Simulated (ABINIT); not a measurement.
Computed results, one entry a study.

```cif
data_gaas
_symmetry_space_group_name_H-M 'F-43m'
_symmetry_Int_Tables_number 216
_cell_length_a 5.6537
_cell_length_b 5.6537
_cell_length_c 5.6537
_cell_angle_alpha 90.000
_cell_angle_beta 90.000
_cell_angle_gamma 90.000
_cell_volume 180.72
loop_
_atom_site_label
_atom_site_type_symbol
_atom_site_symmetry_multiplicity
_atom_site_Wyckoff_symbol
_atom_site_fract_x
_atom_site_fract_y
_atom_site_fract_z
_atom_site_occupancy
Ga1 Ga 4 a 0.00000 0.00000 0.00000 1
As1 As 4 d 0.25000 0.25000 0.75000 1
_calc_subject 'Quasiparticle gap of GaAs (F-43m) in ABINIT'
_calc_method 'RPA screening on PBE, plane waves, norm-conserving pseudopotentials (and 2 further levels or steps)'
_calc_program 'ABINIT 10.8.3'
_calc_settings 'cutoff 45 Ha, PseudoDojo scalar-relativistic 0.4 stringent, norm-conserving, potential set dojo-sr-pbe-0.4-stringent, ngkpt (4, 4, 4), nband 109, ecuteps 5.5 Ha, inclvkb 2, shiftk (0, 0, 0), symchi 1, awtr 1, frequency ppm, 4×4×4 k-mesh'
_calc_cost '5 runs, 2.4 min in all on 4 MPI ranks of Arm Neoverse V1, shared host'
_calc_notes 'The cell and positions come from the Crystallography Open Database and are kept as given unless a step says otherwise. Limits: screening runs away on this mesh; no spin-orbit coupling. The 4×4×4 mesh is coarse for this cell, which bears on the long-range parts of exchange and screening. On this mesh the RPA ε∞ passes 90, more than nearly any semiconductor shows; a coarse mesh does this where one point with a narrow direct gap carries much weight. The screening is then too strong, and the G0W0 gap should not be taken as the material’s.'
_calc_pbe_gap '0.51 eV, direct'
_calc_g0w0_gap_on_the_mesh '1.14 eV'
_calc_gw_settings '4×4×4 mesh, 109 bands, screening to 149.7 eV, Godby-Needs plasmon pole'
_calc_known_limits 'short of the basis limit; screening runs away on this mesh; no spin-orbit coupling; coarse k mesh'
```

[Long decimals in the printed logs are rounded to 6 places.]

[Logs are printed without paths, hosts, clocks, repeated set-up lines and the standing remarks that a program may print on its own settings, such as how far it seeks lower states.]

[Paths, hosts, dates, memory and timing lines, banners, echoed tables and standing remarks are left out of the program output; an Ansatz launch command may be rebuilt from the run's recorded settings. Measured values are a selection of at most five: reports struck by readers or far from the other reports are left out. None is set beside runs whose start may be inverted or whose files or cutoffs have a known fault.]

[Runs of the session that timed out or met a known fault of the program may be left out.]

[Hosts, paths, dates, database ids (printed as entryN), source tags and the programs' standing remarks are cut or masked in the printed files.]

[G0W0 gaps are taken among the corrected bands and points alone; a level outside them can change the order at an edge.]

[Where Ansatz stands beside ABINIT at settings called matched, ABINIT's density can come from a denser mesh and the files from another edition; pairs whose starting gaps differed by over 0.03 eV were left out, so agreement reads better than it is.]
